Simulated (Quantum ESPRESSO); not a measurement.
# Co(0001), stepped through the number of layers, part 8 of 10

What law, if any, do the results for Co(0001) follow against the number of layers?

Quantum ESPRESSO 7.5; plane-wave DFT, PBE, GBRV ultrasoft pseudopotentials.

So far. Step 7 (Ground state, 5 layers): Inside the slab this potential holds the local part of the pseudopotentials, which can be repulsive at the nuclei; only its value in the vacuum has a meaning of its own. Step 8 (Relaxation with pw.x, 10 layers): The relaxation lowers the energy by 2 meV an atom. On the free atoms the largest force ends at 0.008 eV/Å.

## (9) Self-consistent run, 10 layers

Contents of m6.esm.in:

```
&control
  prefix = 'm6.esm'
  outdir = './out'
  pseudo_dir = './pseudo'
  calculation = 'scf'
  tprnfor = .true.
/
&system
  ibrav = 0
  nat = 10
  ntyp = 1
  ecutwfc = 40
  ecutrho = 200
  occupations = 'smearing'
  smearing = 'mv'
  degauss = 0.02
  assume_isolated = 'esm'
  esm_bc = 'bc1'
  nspin = 2
  starting_magnetization(1) = 0.28
/
&electrons
  conv_thr = 1e-08
  mixing_beta = 0.25
  electron_maxstep = 160
  mixing_mode = 'local-TF'
  mixing_ndim = 12
/
ATOMIC_SPECIES
  Co  58.9332  co_pbe_v1.2.uspp.F.UPF
CELL_PARAMETERS angstrom
  2.49074828400000 0.00000000000000 0.00000000000000
  1.24537414200000 2.15705128837650 0.00000000000000
  0.00000000000000 0.00000000000000 33.99217368063360
ATOMIC_POSITIONS crystal
  Co  0.666666666700 0.666666666700 -0.266122435300
  Co  0.000000000000 0.000000000000 -0.208573594800
  Co  0.666666666700 0.666666666700 -0.148279497200
  Co  0.000000000000 0.000000000000 -0.088967698300
  Co  0.666666666700 0.666666666700 -0.029655899400
  Co  0.000000000000 0.000000000000 0.029655899400
  Co  0.666666666700 0.666666666700 0.088967698300
  Co  0.000000000000 0.000000000000 0.148279497200
  Co  0.666666666700 0.666666666700 0.208573594800
  Co  0.000000000000 0.000000000000 0.266122435300
K_POINTS automatic
  12 12 1 0 0 0
```

Started as:

```
$ OMP_NUM_THREADS=1 mpirun -n 4 pw.x -nk 4 -in m6.esm.in > m6.esm.out
```

The program printed:

```text
[banner, memory and clock lines left out]
Program PWSCF v.7.5 starts
[...]
Message from routine setup:
[...]
number of electrons       =       170.00
     number of Kohn-Sham states=          102
     kinetic-energy cutoff     =      40.0000  Ry
     charge density cutoff     =     200.0000  Ry
[...]
number of k points=    19  Marzari-Vanderbilt smearing, width (Ry)=  0.0200
[...]
Dense  grid:    59029 G-vectors     FFT dimensions: (  24,  24, 300)
[...]
negative rho (up, down):  6.798E-05 3.824E-05
     Starting wfcs are  130 randomized atomic wfcs
[...]
negative rho (up, down):  2.402E-02 1.718E-02
[...]
estimated scf accuracy    <      77.02434411 Ry
     total magnetization       =    20.41 Bohr mag/cell
     absolute magnetization    =    22.14 Bohr mag/cell
[...]
negative rho (up, down):  6.153E-02 4.877E-02
[...]
estimated scf accuracy    <      36.96466069 Ry
     total magnetization       =    23.42 Bohr mag/cell
     absolute magnetization    =    24.61 Bohr mag/cell
[...]
negative rho (up, down):  5.406E-02 4.446E-02
[...]
estimated scf accuracy    <       8.25610693 Ry
     total magnetization       =    17.09 Bohr mag/cell
     absolute magnetization    =    17.81 Bohr mag/cell
[...]
negative rho (up, down):  5.009E-02 4.198E-02
[...]
estimated scf accuracy    <       3.15284248 Ry
     total magnetization       =    17.56 Bohr mag/cell
     absolute magnetization    =    18.85 Bohr mag/cell
[...]
negative rho (up, down):  3.974E-02 3.987E-02
[...]
estimated scf accuracy    <       1.36564537 Ry
     total magnetization       =    17.98 Bohr mag/cell
     absolute magnetization    =    19.56 Bohr mag/cell
[...]
negative rho (up, down):  4.010E-02 3.793E-02
[...]
estimated scf accuracy    <       0.19509750 Ry
     total magnetization       =    17.92 Bohr mag/cell
     absolute magnetization    =    19.88 Bohr mag/cell
[...]
negative rho (up, down):  3.946E-02 3.806E-02
[...]
estimated scf accuracy    <       0.86334827 Ry
     total magnetization       =    17.97 Bohr mag/cell
     absolute magnetization    =    20.06 Bohr mag/cell
[...]
negative rho (up, down):  3.465E-02 6.166E-02
[...]
estimated scf accuracy    <       1.66481386 Ry
     total magnetization       =    18.04 Bohr mag/cell
     absolute magnetization    =    20.06 Bohr mag/cell
[...]
negative rho (up, down):  7.079E-02 2.572E-02
[...]
estimated scf accuracy    <       3.74696605 Ry
     total magnetization       =    18.21 Bohr mag/cell
     absolute magnetization    =    20.19 Bohr mag/cell
[...]
negative rho (up, down):  6.756E-02 2.303E-02
[...]
estimated scf accuracy    <       0.09660438 Ry
     total magnetization       =    17.41 Bohr mag/cell
     absolute magnetization    =    19.52 Bohr mag/cell
[...]
negative rho (up, down):  5.373E-02 1.845E-02
[...]
estimated scf accuracy    <       0.03028194 Ry
     total magnetization       =    17.14 Bohr mag/cell
     absolute magnetization    =    19.23 Bohr mag/cell
[...]
negative rho (up, down):  4.670E-02 1.520E-02
[...]
estimated scf accuracy    <       0.01725692 Ry
     total magnetization       =    16.94 Bohr mag/cell
     absolute magnetization    =    18.94 Bohr mag/cell
[...]
negative rho (up, down):  5.731E-02 1.323E-02
[...]
estimated scf accuracy    <       0.03015071 Ry
     total magnetization       =    16.87 Bohr mag/cell
     absolute magnetization    =    18.81 Bohr mag/cell
[...]
negative rho (up, down):  4.738E-02 1.363E-02
[...]
estimated scf accuracy    <       0.06351239 Ry
     total magnetization       =    16.83 Bohr mag/cell
     absolute magnetization    =    18.75 Bohr mag/cell
[...]
negative rho (up, down):  2.704E-02 4.647E-02
[...]
estimated scf accuracy    <       0.05234589 Ry
     total magnetization       =    16.81 Bohr mag/cell
     absolute magnetization    =    18.74 Bohr mag/cell
[...]
negative rho (up, down):  3.917E-02 2.830E-02
[...]
estimated scf accuracy    <       0.71750745 Ry
     total magnetization       =    17.13 Bohr mag/cell
     absolute magnetization    =    19.08 Bohr mag/cell
[...]
negative rho (up, down):  1.872E-02 3.392E-02
[...]
estimated scf accuracy    <       0.38439751 Ry
     total magnetization       =    17.01 Bohr mag/cell
     absolute magnetization    =    18.99 Bohr mag/cell
[...]
negative rho (up, down):  1.520E-03 4.473E-02
[...]
estimated scf accuracy    <       0.04500398 Ry
     total magnetization       =    16.98 Bohr mag/cell
     absolute magnetization    =    18.92 Bohr mag/cell
[...]
negative rho (up, down):  3.479E-04 4.252E-02
[...]
estimated scf accuracy    <       0.00872633 Ry
     total magnetization       =    16.90 Bohr mag/cell
     absolute magnetization    =    18.82 Bohr mag/cell
[...]
negative rho (up, down):  2.174E-04 2.860E-02
[...]
estimated scf accuracy    <       0.00538024 Ry
     total magnetization       =    16.91 Bohr mag/cell
     absolute magnetization    =    18.81 Bohr mag/cell
[...]
negative rho (up, down):  1.706E-02 6.023E-03
[...]
estimated scf accuracy    <       0.00426443 Ry
     total magnetization       =    16.92 Bohr mag/cell
     absolute magnetization    =    18.79 Bohr mag/cell
[...]
negative rho (up, down):  1.947E-02 5.281E-03
[...]
estimated scf accuracy    <       0.00225926 Ry
     total magnetization       =    16.90 Bohr mag/cell
     absolute magnetization    =    18.76 Bohr mag/cell
[...]
negative rho (up, down):  1.664E-02 1.065E-02
[...]
estimated scf accuracy    <       0.00329652 Ry
     total magnetization       =    16.92 Bohr mag/cell
     absolute magnetization    =    18.77 Bohr mag/cell
[...]
negative rho (up, down):  1.676E-02 1.055E-02
[...]
estimated scf accuracy    <       0.00413965 Ry
     total magnetization       =    16.91 Bohr mag/cell
     absolute magnetization    =    18.76 Bohr mag/cell
[...]
negative rho (up, down):  1.804E-02 9.360E-03
[...]
estimated scf accuracy    <       0.00413187 Ry
     total magnetization       =    16.91 Bohr mag/cell
     absolute magnetization    =    18.76 Bohr mag/cell
[...]
negative rho (up, down):  1.812E-02 8.659E-03
[...]
estimated scf accuracy    <       0.00416257 Ry
     total magnetization       =    16.91 Bohr mag/cell
     absolute magnetization    =    18.76 Bohr mag/cell
[...]
negative rho (up, down):  1.252E-02 1.339E-02
[...]
estimated scf accuracy    <       0.00394601 Ry
     total magnetization       =    16.92 Bohr mag/cell
     absolute magnetization    =    18.76 Bohr mag/cell
[...]
negative rho (up, down):  1.118E-02 1.397E-02
[...]
estimated scf accuracy    <       0.00372209 Ry
     total magnetization       =    16.91 Bohr mag/cell
     absolute magnetization    =    18.75 Bohr mag/cell
[...]
negative rho (up, down):  7.772E-03 1.734E-02
[...]
estimated scf accuracy    <       0.00355057 Ry
     total magnetization       =    16.91 Bohr mag/cell
     absolute magnetization    =    18.74 Bohr mag/cell
[...]
negative rho (up, down):  8.195E-04 1.766E-02
[...]
estimated scf accuracy    <       0.00363290 Ry
     total magnetization       =    16.91 Bohr mag/cell
     absolute magnetization    =    18.74 Bohr mag/cell
[...]
negative rho (up, down):  2.270E-02 1.063E-04
[...]
estimated scf accuracy    <       0.00198961 Ry
     total magnetization       =    16.88 Bohr mag/cell
     absolute magnetization    =    18.70 Bohr mag/cell
[...]
negative rho (up, down):  9.914E-03 8.642E-08
[...]
estimated scf accuracy    <       0.00010799 Ry
     total magnetization       =    16.89 Bohr mag/cell
     absolute magnetization    =    18.67 Bohr mag/cell
[...]
negative rho (up, down):  3.157E-03 4.536E-08
[...]
estimated scf accuracy    <       0.00030435 Ry
     total magnetization       =    16.93 Bohr mag/cell
     absolute magnetization    =    18.74 Bohr mag/cell
[...]
negative rho (up, down):  1.211E-04 2.418E-03
[...]
estimated scf accuracy    <       0.00015283 Ry
     total magnetization       =    16.89 Bohr mag/cell
     absolute magnetization    =    18.71 Bohr mag/cell
[...]
negative rho (up, down):  1.381E-04 2.018E-03
[...]
estimated scf accuracy    <       0.00000517 Ry
     total magnetization       =    16.90 Bohr mag/cell
     absolute magnetization    =    18.72 Bohr mag/cell
[...]
negative rho (up, down):  1.048E-05 2.399E-03
[...]
estimated scf accuracy    <       0.00004621 Ry
     total magnetization       =    16.90 Bohr mag/cell
     absolute magnetization    =    18.72 Bohr mag/cell
[...]
negative rho (up, down):  1.492E-07 8.051E-04
[...]
estimated scf accuracy    <       0.00000158 Ry
     total magnetization       =    16.90 Bohr mag/cell
     absolute magnetization    =    18.71 Bohr mag/cell
[...]
negative rho (up, down):  1.071E-03 0.000E+00
[...]
estimated scf accuracy    <       0.00000203 Ry
     total magnetization       =    16.90 Bohr mag/cell
     absolute magnetization    =    18.71 Bohr mag/cell
[...]
negative rho (up, down):  9.547E-04 0.000E+00
[...]
estimated scf accuracy    <       0.00000600 Ry
     total magnetization       =    16.90 Bohr mag/cell
     absolute magnetization    =    18.71 Bohr mag/cell
[...]
negative rho (up, down):  6.855E-04 0.000E+00
[...]
estimated scf accuracy    <       0.00000244 Ry
     total magnetization       =    16.90 Bohr mag/cell
     absolute magnetization    =    18.71 Bohr mag/cell
[...]
negative rho (up, down):  2.157E-04 8.268E-08
[...]
estimated scf accuracy    <       0.00000004 Ry
     total magnetization       =    16.90 Bohr mag/cell
     absolute magnetization    =    18.71 Bohr mag/cell
[...]
negative rho (up, down):  5.607E-05 8.232E-07
[...]
estimated scf accuracy    <       0.00000065 Ry
     total magnetization       =    16.90 Bohr mag/cell
     absolute magnetization    =    18.71 Bohr mag/cell
[...]
negative rho (up, down):  6.309E-05 6.666E-07
[...]
estimated scf accuracy    <       0.00000005 Ry
     total magnetization       =    16.90 Bohr mag/cell
     absolute magnetization    =    18.71 Bohr mag/cell
[...]
negative rho (up, down):  2.822E-05 1.062E-05
[...]
the Fermi energy is    -4.9834 ev
!    total energy              =   -2984.78222306 Ry
     estimated scf accuracy    <          8.1E-09 Ry
     smearing contrib. (-TS)   =       0.00527202 Ry
     internal energy E=F+TS    =   -2984.78749508 Ry
[...]
one-electron contribution =  237929.20795419 Ry
     hartree contribution      = -119001.22033473 Ry
     xc contribution           =    -326.72144609 Ry
     ewald contribution        = -121586.05366845 Ry
     total magnetization       =    16.90 Bohr mag/cell
     absolute magnetization    =    18.71 Bohr mag/cell
     convergence has been achieved in  44 iterations
     negative rho (up, down):  2.822E-05 1.062E-05
[...]
Total force =     0.007126     Total SCF correction =     0.000706
[...]
```

Elapsed: 29 min, on 4 MPI ranks of Arm Neoverse N1, shared host; peak memory 0.97 GiB; 1.9 h of CPU time.

This step gave:

| Item | Value |
| --- | --- |
| Fermi energy | -4.983 eV |
| vacuum line at the lower end of the cell, over the Fermi level | 4.983 eV |
| vacuum line at the upper end of the cell, over the Fermi level | 4.983 eV |

Inside the slab this potential holds the local part of the pseudopotentials, which can be repulsive at the nuclei; only its value in the vacuum has a meaning of its own.

[end of part 8 of 10]

[Logs are printed without paths, hosts, clocks, repeated set-up lines and the standing remarks that a program may print on its own settings, such as how far it seeks lower states.]

[Hosts, paths, dates, database ids (printed as entryN), source tags and the programs' standing remarks are cut or masked in the printed files.]

[Maps of the electrostatic potential energy from Ansatz leave out the sawtooth potential of an applied field or a dipole correction, so their vacuum need not be flat; planar profiles and work functions include it.]
